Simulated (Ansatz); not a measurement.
# LaScH6 (built on the sites of a database entry of LaAlH6): from the cell to its phonons, part 3 of 3

Aim: the vibrations of LaScH6 (built on the sites of a database entry of LaAlH6), their spectra, and whether the structure is stable.

Ansatz 0.2.0; DFT PBEsol, scalar-relativistic, plane waves, PAW.

So far. Step 4 (Relaxing to small forces for the phonons): The largest force component left is 0.074 meV/Å and the pressure is 0.000 GPa, within the tolerances set. The cell now holds 10.37 Å³/atom. Step 5 (Linear response at the zone centre): Before it was imposed, the acoustic sum rule was missed by 2.0e-4 eV/Å² and the charge sum rule by 0.0021 e. Small misses are needed for a sound result but don't prove that mesh and cutoff are converged. The relaxed cell has a = 6.447, c = 6.911 Å (conventional setting).

The structure was built from a prototype and need not be the compound's stable phase.

**6. The dispersion**

Stability and thermal properties need the whole zone. Linear response on a 2×2×2 q mesh gives force constants as far as a supercell of that size would, and the tensors from the zone-centre run are typed in so that the long-range dipole term is interpolated apart.

File input.yaml:

```yaml
crystal:
  lattice:
    - [3.223427337, 1.8610466407, 2.3038321962]
    - [-3.223427337, 1.8610466407, 2.3038321962]
    - [0.0, -3.7220932814, 2.3038321962]
  atoms:
    - { symbol: La, position: [0.5, 0.5, 0.5] }
    - { symbol: Sc, position: [0.0, 0.0, 0.0] }
    - { symbol: H, position: [0.9627776117, 0.3260915299, 0.3260915299] }
    - { symbol: H, position: [0.3260915299, 0.9627776117, 0.3260915299] }
    - { symbol: H, position: [0.3260915299, 0.3260915299, 0.9627776117] }
    - { symbol: H, position: [0.0372223883, 0.6739084701, 0.6739084701] }
    - { symbol: H, position: [0.6739084701, 0.0372223883, 0.6739084701] }
    - { symbol: H, position: [0.6739084701, 0.6739084701, 0.0372223883] }
kpoints:
  mp_grid: { grid: [10, 10, 10] }
hamiltonian:
  xc: pbesol
scf:
  occupations: { method: fixed }
output:
  eigenvalues: true
phonons:
  method: dfpt
  qmesh: [2, 2, 2]
  temperatures: { t_max: 1000, t_step: 50 }
  qpath:
    path:
      - [[0.0, 0.0, 0.0], [0.5, 0.0, 0.0], [0.5, -0.5, 0.5], [0.4220755, -0.5779245, 0.4220755]]
      - [[0.4220755, 0.4220755, 0.4220755], [0.0, 0.0, 0.0], [0.5, -0.5, 0.0]]
    npoints: 10
  non_analytic_term:
    high_frequency_dielectric_tensor: [[12.1376, 0.0, 0.0], [0.0, 12.1376, 0.0], [0.0, 0.0, 9.4156]]
    born_effective_charges:
      - { species: La, tensor: [[4.0461, 0.0, 0.0], [0.0, 4.0461, 0.0], [0.0, 0.0, 3.8416]] }
      - { species: Sc, tensor: [[4.0231, 0.0, 0.0], [0.0, 4.0231, 0.0], [0.0, 0.0, 3.7469]] }
      - { species: H, tensor: [[-1.5861, -0.4179, -0.4309], [-0.4179, -1.1036, -0.2488], [-0.0652, -0.0376, -1.2648]] }
      - { species: H, tensor: [[-1.5861, 0.4179, 0.4309], [0.4179, -1.1036, -0.2488], [0.0652, -0.0376, -1.2648]] }
      - { species: H, tensor: [[-0.8623, 0.0, 0.0], [0.0, -1.8274, 0.4975], [0.0, 0.0753, -1.2648]] }
      - { species: H, tensor: [[-1.5861, -0.4179, -0.4309], [-0.4179, -1.1036, -0.2488], [-0.0652, -0.0376, -1.2648]] }
      - { species: H, tensor: [[-1.5861, 0.4179, 0.4309], [0.4179, -1.1036, -0.2488], [0.0652, -0.0376, -1.2648]] }
      - { species: H, tensor: [[-0.8623, 0.0, 0.0], [0.0, -1.8274, 0.4975], [0.0, 0.0753, -1.2648]] }
    source: "zone-centre run at this cell"
```

Run with:

```bash
ansatz run input.yaml --threads 8 --pin off --max-ram 14336MiB --backend cpu --events-out ev --progress --plain --runs-dir out
```

Numbers of over 12 decimals in the logs are rounded to 6 here.

The program printed:

```text
Warning: phonons: the dynamical matrix that this run interpolates holds no multipole term above the dipole-dipole one, and a site of this crystal is no centre of inversion, so its interpolated transverse optical and acoustic branches and sound speeds can stay off near Gamma, and the density of states and the thermodynamics with them. What a run solves at a wave vector of phonons.qpoints, Gamma apart, where the deck admits one, is free of this, and under fd what a larger phonons.supercell samples
[...]
Crystal: 8 atoms, lattice volume = 82.923 Å³
Basis set: ecut = 420 eV, 1639 PW (Γ), exchange–correlation on 60×60×60 points (8 copies of the dense FFT grid, shifted against one another)
Bands: 22, of which v1, the nominal top of the filled ones, is band 14 counted from 1 (13 counted from 0)
Symmetry: 12 space group operations
k-points: 116 of 1000
[...]
SCF iter   1: F=—  HF=-8369.635290 eV  |F-HF|=—  |Δ(HF+E_count)|=         —  Δρ=9.59e-3  dr2=1.08e-1  ethr=1.77e-3  ⟨swp⟩=3.6  Hψ=9616  notcnv=0  defer=572
[...]
SCF iter   9: F=-8369.604734 eV  HF=-8369.604734 eV  |F-HF|=1.82e-12  |Δ(HF+E_count)|=  1.82e-12  Δρ=3.43e-8  dr2=1.01e-12  ethr=1.00e-12  ⟨swp⟩=11.1  Hψ=15138  notcnv=0
SCF 1 converged in 9 iterations: F = -8369.604734 eV  dr2 = 1.01e-12
[...]
DFPT response loops at q = (0, 0, 0) (fractional): preconditioner auto → Resta (q_TF=auto, 2.277 Å⁻¹)  ε∞=10.0 (no band partly filled); β = 1.00, the filter's whole step (`scf.mixing.beta` (0.50) is not read by the response loops at its default; to damp them type it under 1.00, their step now; it binds the ground state too); Broyden in place of MSR1
[...]
SCF converged after 9 iterations
Free energy (F): -8369.604734 eV
[...]
Internal energy: -8369.604734 eV  (E = F + TS)
E sigma→0 (E₀):  -8369.604734 eV
Fermi energy:    6.674498 eV
[...]
--- Band table (eV; the first three rows and the last of 116) ---
  k-point 0: bands = [... 10 lower, 3.0971, 6.1936, 6.3526, 6.3526, 8.0172, 8.2213, 8.2213, 9.8095, ... 4 higher]
  k-point 1: bands = [... 10 lower, 3.1498, 6.0709, 6.1340, 6.2077, 8.1215, 8.2132, 8.3601, 9.8171, ... 4 higher]
  k-point 2: bands = [... 10 lower, 3.2826, 5.7009, 5.7998, 5.8540, 8.1664, 8.2779, 8.6852, 9.8340, ... 4 higher]
  k-point 115: bands = [... 10 lower, 4.0017, 4.1655, 4.5918, 4.5918, 8.8973, 9.4534, 9.4534, 9.8228, ... 4 higher]
--- Phonons (Γ-DFPT): 6 representative perturbations + reference (Σ response iterations 18) ---
  ASR residual: 2.816e-5 → 0.000e0 eV/Å²; symmetrization residual: 4.520e-7 eV/Å²
[...]
--- Phonons (arbitrary-q DFPT): 4 irreducible q on the 2×2×2 mesh ---
  q = [0.0000, 0.0000, 0.0000] (star 1, of the zone-centre solve; hermiticity 5.65e-8, symmetrization 4.80e-10): -482.89 -288.31 -288.31 -0.00 0.00 0.00 231.31 268.88 268.88 565.67 643.43 643.43 679.52 679.52 704.00 940.90 940.90 975.30 1194.42 1202.56 1202.56 1364.26 1364.26 1428.37
  q = [0.0000, 0.0000, -0.5000] (star 3, 12 solved perturbations in 4050 linear systems a pass and spin channel, the states on 504 of 1000 k-point pairs; hermiticity 5.70e-8, symmetrization 2.91e-14): -342.08 -87.38 64.48 74.71 105.71 139.53 175.73 217.19 435.97 493.01 598.37 641.25 756.83 776.94 825.07 908.72 914.06 964.09 1253.60 1291.41 1312.76 1326.21 1356.20 1408.16
[...]
sum rule: each row above includes the acoustic sum rule's correction from the zone centre's row sums; it moved no ω² by more than (0.98 cm⁻¹)²
  mesh force constants: q→R imaginary residual 1.59e-17; ASR residual 2.816e-5 → 0.000e0 eV/Å²; symmetrization residual 8.882e-15 eV/Å²
  interpolated dispersion: 53 rows × 24 modes
  density of states and harmonic sums: on the 14×14×14 q-mesh, interpolated from the force constants of a 2×2×2 supercell (with the dipole–dipole term of supplied tensors)
  largest difference from the sums on the solved wave vectors: F 1.15e-2 eV, S 1.54e-5 and C_V 7.86e-6 eV/K
  zero-point energy: 0.992680 eV/cell   skipped modes (ω ≤ 0): 779, of them read as no rigid motion or as one in doubt: 776 (2.681e0 modes/cell left out, lowest -482.89 cm⁻¹)   left out of the sums: 1.12e-1 of the cell's modes: C_V's classical limit lies that fraction below 3 k_B per atom; for a crystal, a wire or a layer, F and S can be off by more, and a phonons.interpolated_qmesh denser along its periods is the remedy for the sampling
```

It took 3.4 min on 8 threads of Intel Xeon Platinum 8259CL at 2.50GHz (Skylake/Cascade Lake), shared host; peak memory 2.5 GiB.

This step gave:

```yaml
sum_rule_residual_before_enforcement: 2.82e-5 eV/Å²
lowest_frequency_on_the_path: -482.9 cm⁻¹
highest_frequency_on_the_path_or_at_a_solved_wavevector: 1432 cm⁻¹
lowest_mode_on_the_q_mesh_acoustic_modes_at_gamma_apart: -482.9 cm⁻¹
```

Frequencies (cm⁻¹) solved at each irreducible wavevector; negative means imaginary. Frequencies by wavevector, by row:

| q in reciprocal lattice units | star | mode 1 | mode 2 | mode 3 | mode 4 | mode 22 | mode 23 | mode 24 |
| --- | --- | --- | --- | --- | --- | --- | --- | --- |
| 0 0 0 | 1 | -482.9 | -288.3 | -288.3 | 0 | 1364 | 1364 | 1428 |
| 0 0 -0.5 | 3 | -342.1 | -87.4 | 64.5 | 74.7 | 1326 | 1356 | 1408 |
| 0 -0.5 -0.5 | 3 | -248.4 | -86.7 | 41 | 106.7 | 1315 | 1364 | 1420 |
| -0.5 -0.5 -0.5 | 1 | -479.1 | -74 | -74 | 142.3 | 1335 | 1335 | 1420 |

Interpolated from a 2×2×2 q mesh, rough between the solved points, with the LO-TO term (at Γ the limit along the path; where Γ stands inside the path, tables give the limit on arrival). The phonon branches at the labelled points (cm⁻¹):

| point | branch 1 | branch 2 | branch 3 | branch 4 | branch 21 | branch 22 | branch 23 | branch 24 |
| --- | --- | --- | --- | --- | --- | --- | --- | --- |
| Γ | -483 | -288 | -110 | 0 | 1308 | 1364 | 1364 | 1428 |
| halfway | -431 | -226 | 3 | 61 | 1326 | 1350 | 1353 | 1421 |
| L | -342 | -87 | 64 | 75 | 1313 | 1326 | 1356 | 1408 |
| halfway | -273 | -73 | -60 | 130 | 1255 | 1342 | 1382 | 1432 |
| T | -479 | -74 | -74 | 142 | 1277 | 1335 | 1335 | 1420 |
| halfway | -477 | -70 | -70 | 136 | 1277 | 1332 | 1332 | 1418 |
| P0 | -471 | -61 | -61 | 123 | 1278 | 1325 | 1325 | 1414 |
| jump to P2 | -471 | -61 | -61 | 123 | 1278 | 1325 | 1325 | 1414 |
| halfway | -452 | -162 | -162 | 86 | 1326 | 1334 | 1334 | 1420 |
| Γ | -483 | -288 | -288 | 0 | 1306 | 1364 | 1364 | 1428 |
| halfway | -338 | -170 | 78 | 87 | 1322 | 1322 | 1350 | 1414 |
| F | -248 | -87 | 41 | 107 | 1271 | 1315 | 1364 | 1420 |

Tetrahedra on a 14×14×14 mesh, mean over bins of 20 cm-1. Interpolated from a 2×2×2 q mesh, rough between the solved points. The phonon density of states by wavenumber; read off at these points:

| wavenumber (cm⁻¹) | phonon density of states (1/cm⁻¹/cell) |
| --- | --- |
| -490 | 2.0e-5 |
| -430 | 0.00382 |
| -390 | 0.00393 |
| -330 | 0.00476 |
| -290 | 0.00418 |
| -230 | 0.00432 |
| -170 | 0.00451 |
| -130 | 0.00721 |
| -70 | 0.0172 |
| -30 | 0.00729 |
| 30 | 0.00569 |
| 90 | 0.0232 |
| 130 | 0.0386 |
| 190 | 0.0121 |
| 230 | 0.0212 |
| 290 | 0.00787 |
| 350 | 0.00844 |
| 390 | 0.00888 |
| 450 | 0.00307 |
| 490 | 0.0106 |
| 550 | 0.00652 |
| 590 | 0.00925 |
| 610 | 0.0294 |
| 650 | 0.0210 |
| 710 | 0.0152 |
| 750 | 0.0230 |
| 810 | 0.0261 |
| 850 | 0.00283 |
| 910 | 0.0300 |
| 930 | 0.0326 |
| 970 | 0.0235 |
| 1010 | 0.00662 |
| 1070 | 0 |
| 1110 | 0 |
| 1170 | 0 |
| 1230 | 0.0253 |
| 1250 | 0.0390 |
| 1270 | 0.0373 |
| 1330 | 0.0332 |
| 1350 | 0.0395 |
| 1370 | 0.0215 |
| 1430 | 0.0225 |

The partial phonon density of states has structure finer than the step of the table below, so its rows give means over 50 cm⁻¹, whole bins alone (the curve runs from -493 to 1485 cm⁻¹). Peaks (cm⁻¹: height): H 514.7: 0.0140, 614.2: 0.0226, 763.5: 0.0218, 925.2: 0.0302, 1261.1: 0.0360, 1348.2: 0.0346, 1422.8: 0.0244; La 116.6: 0.0285; Sc -69.9: 0.0117, 66.9: 0.00576, 216.2: 0.0142.

Phonopy on the run's constants, 13x13x13 mesh, Gaussian sigma 14.1 cm-1. Interpolated from a 2×2×2 q mesh, rough between the solved points. Partial phonon density of states against wavenumber; means over each step; values in 1/cm⁻¹/cell:

| wavenumber (cm⁻¹) | H | La | Sc |
| --- | --- | --- | --- |
| -450 | 0.00278 | 5.7e-7 | 4.9e-6 |
| -400 | 0.00385 | 1.2e-5 | 2.5e-5 |
| -350 | 0.00417 | 2.7e-5 | 9.5e-5 |
| -300 | 0.00390 | 6.6e-5 | 2.8e-4 |
| -250 | 0.00345 | 1.5e-4 | 9.8e-4 |
| -200 | 0.00274 | 2.2e-4 | 0.00210 |
| -150 | 0.00227 | 4.4e-4 | 0.00283 |
| -100 | 0.00170 | 0.00120 | 0.00604 |
| -50 | 7.2e-4 | 0.00209 | 0.00887 |
| 0 | 2.8e-4 | 0.00135 | 0.00252 |
| 50 | 7.7e-4 | 0.00706 | 0.00476 |
| 100 | 0.00154 | 0.0223 | 0.00544 |
| 150 | 0.00171 | 0.0169 | 0.00366 |
| 200 | 0.00343 | 0.00397 | 0.00963 |
| 250 | 0.00481 | 0.00261 | 0.00780 |
| 300 | 0.00541 | 8.1e-4 | 0.00174 |
| 350 | 0.00688 | 2.9e-4 | 6.7e-4 |
| 400 | 0.00767 | 1.8e-4 | 3.7e-4 |
| 450 | 0.00502 | 6.1e-5 | 1.2e-4 |
| 500 | 0.0112 | 4.6e-5 | 6.3e-5 |
| 550 | 0.00815 | 1.6e-5 | 2.9e-5 |
| 600 | 0.0156 | 3.3e-5 | 6.5e-5 |
| 650 | 0.0198 | 3.6e-5 | 1.4e-4 |
| 700 | 0.0177 | 2.2e-5 | 1.1e-4 |
| 750 | 0.0198 | 1.9e-5 | 6.2e-5 |
| 800 | 0.0190 | 1.0e-5 | 8.1e-5 |
| 850 | 0.00820 | 3.9e-6 | 4.4e-5 |
| 900 | 0.0211 | 3.7e-6 | 1.0e-4 |
| 950 | 0.0250 | 1.0e-5 | 1.1e-4 |
| 1000 | 0.0117 | 6.2e-6 | 4.9e-5 |
| 1050 | 7.0e-4 | 0 | 1.2e-6 |
| 1100 | 0 | 0 | 0 |
| 1150 | 1.0e-4 | 0 | 1.9e-6 |
| 1200 | 0.00968 | 6.5e-6 | 2.1e-4 |
| 1250 | 0.0313 | 9.9e-6 | 5.9e-4 |
| 1300 | 0.0234 | 5.2e-6 | 2.4e-4 |
| 1350 | 0.0297 | 8.4e-6 | 1.6e-4 |
| 1400 | 0.0173 | 3.9e-6 | 2.5e-5 |
| 1450 | 0.00729 | 1.0e-6 | 1.0e-6 |

Symmetry leaves 4 wavevectors to solve. The lowest mode among them, the acoustic zeros apart, lies at Γ and is imaginary, 482.9i cm⁻¹, so the energy falls along it.

**7. Isotope substitution**

An isotope changes the mass and not the force constants, so no new electronic calculation is needed; the shifts show which modes move this element.

The same force constants with the mass of H changed from 1.008 to 2.014 u (phonopy, no LO-TO term). Both lists are sorted by frequency; levels can cross, so a row need not hold one and the same mode. Modes under 3 cm⁻¹ are left out. Isotope shifts, by row, the first 40 of 60 rows:

| q | rank | natural mass (cm⁻¹) | changed mass (cm⁻¹) |
| --- | --- | --- | --- |
| 0 0 0 | 1 | -482.9 | -341.6 |
| 0 0 0 | 2 | -288.3 | -232.9 |
| 0 0 0 | 3 | -288.3 | -232.9 |
| 0 0 0 | 7 | 231.3 | 227.1 |
| 0 0 0 | 8 | 268.9 | 236.6 |
| 0 0 0 | 9 | 268.9 | 236.6 |
| 0 0 0 | 10 | 565.7 | 400.2 |
| 0 0 0 | 11 | 643.4 | 455.2 |
| 0 0 0 | 12 | 643.4 | 455.2 |
| 0 0 0 | 13 | 679.5 | 481.5 |
| 0 0 0 | 14 | 679.5 | 481.5 |
| 0 0 0 | 15 | 704 | 507.5 |
| 0 0 0 | 16 | 940.9 | 665.6 |
| 0 0 0 | 17 | 940.9 | 665.6 |
| 0 0 0 | 18 | 975.3 | 690 |
| 0 0 0 | 19 | 1194 | 858 |
| 0 0 0 | 20 | 1203 | 858.6 |
| 0 0 0 | 21 | 1203 | 858.6 |
| 0 0 0 | 22 | 1364 | 965.1 |
| 0 0 0 | 23 | 1364 | 965.1 |
| 0 0 0 | 24 | 1428 | 1010 |
| 0 0 -0.5 | 1 | -342.1 | -249.5 |
| 0 0 -0.5 | 2 | -87.38 | -72.07 |
| 0 0 -0.5 | 3 | 64.48 | 60.9 |
| 0 0 -0.5 | 4 | 74.71 | 73.81 |
| 0 0 -0.5 | 5 | 105.7 | 104.8 |
| 0 0 -0.5 | 6 | 139.5 | 138.7 |
| 0 0 -0.5 | 7 | 175.7 | 150.2 |
| 0 0 -0.5 | 8 | 217.2 | 212.2 |
| 0 0 -0.5 | 9 | 436 | 314.4 |
| 0 0 -0.5 | 10 | 493 | 353.3 |
| 0 0 -0.5 | 11 | 598.4 | 424.6 |
| 0 0 -0.5 | 12 | 641.2 | 454.7 |
| 0 0 -0.5 | 13 | 756.8 | 535.6 |
| 0 0 -0.5 | 14 | 776.9 | 550 |
| 0 0 -0.5 | 15 | 825.1 | 584.1 |
| 0 0 -0.5 | 16 | 908.7 | 644.3 |
| 0 0 -0.5 | 17 | 914.1 | 647.4 |
| 0 0 -0.5 | 18 | 964.1 | 686.6 |
| 0 0 -0.5 | 19 | 1254 | 896.4 |

A mode of this element alone would shift by -29.26 %. The highest zone-centre frequency without the field goes from 1428.4 to 1010.5 cm⁻¹ (-29.3 %).

**8. Summary of results**

```json
{
 "space group after relaxation (within 0.01 Å)": "R-3m",
 "volume per atom": "10.4 Å³",
 "gap on the k-mesh": "0.596 eV",
 "highest optical mode at the zone centre (no LO-TO term)": "1428 cm⁻¹",
 "top of the zone-centre spectrum with the field": "1428 cm⁻¹",
 "lowest optical zone-centre mode": "-483 cm⁻¹",
 "mean high-frequency dielectric constant": "11.2",
 "largest Born charge (third of the trace)": "3.98 e",
 "lowest mode on the q mesh (acoustic modes at Γ apart)": "-483 cm⁻¹",
 "highest frequency on the path or at a solved wavevector": "1432 cm⁻¹",
 "imaginary modes on the 2×2×2 q mesh": "yes"
}
```

Modes are clearly imaginary (beyond 10i cm⁻¹) at 4 of the 4 irreducible wavevectors, most at Γ (482.9i cm⁻¹), so this structure is not a minimum of the energy. Without the field, the optical modes at Γ span -483 to 1428 cm⁻¹ (negative means imaginary). The highest mode in this list at Γ, 1428.4 cm⁻¹, is mostly motion of H (100 % of the kinetic energy). The macroscopic field leaves the top of the zone-centre spectrum where it is. Among the real modes, the strongest infrared line is at 1203 cm⁻¹. Averaged over orientations, the strongest Raman line at 532 nm and 300 K is at 643 cm⁻¹. The tensors are the static, non-resonant ones, while 532 nm light (2.33 eV) lies above the computed gap. With the field response the log warns that the k mesh is coarse for the force constants too, so the frequencies may not be converged. The q mesh stands for a supercell only 8.8 Å across, so branches between the solved wavevectors are rough. The program warns that the interpolation holds no quadrupole term, so branches close to Γ can be off in this crystal. Spin-orbit coupling is left out, which can matter for the heavy elements here. The starting cell was built on a prototype and not taken from a measurement, so the phase need not exist. These are harmonic frequencies at zero temperature: anharmonic shifts, linewidths and thermal expansion are left out.

[Logs are printed without paths, hosts, clocks, repeated set-up lines and the standing remarks that a program may print on its own settings, such as how far it seeks lower states.]

[Hosts, paths, dates, database ids (printed as entryN), source tags and the programs' standing remarks are cut or masked in the printed files.]
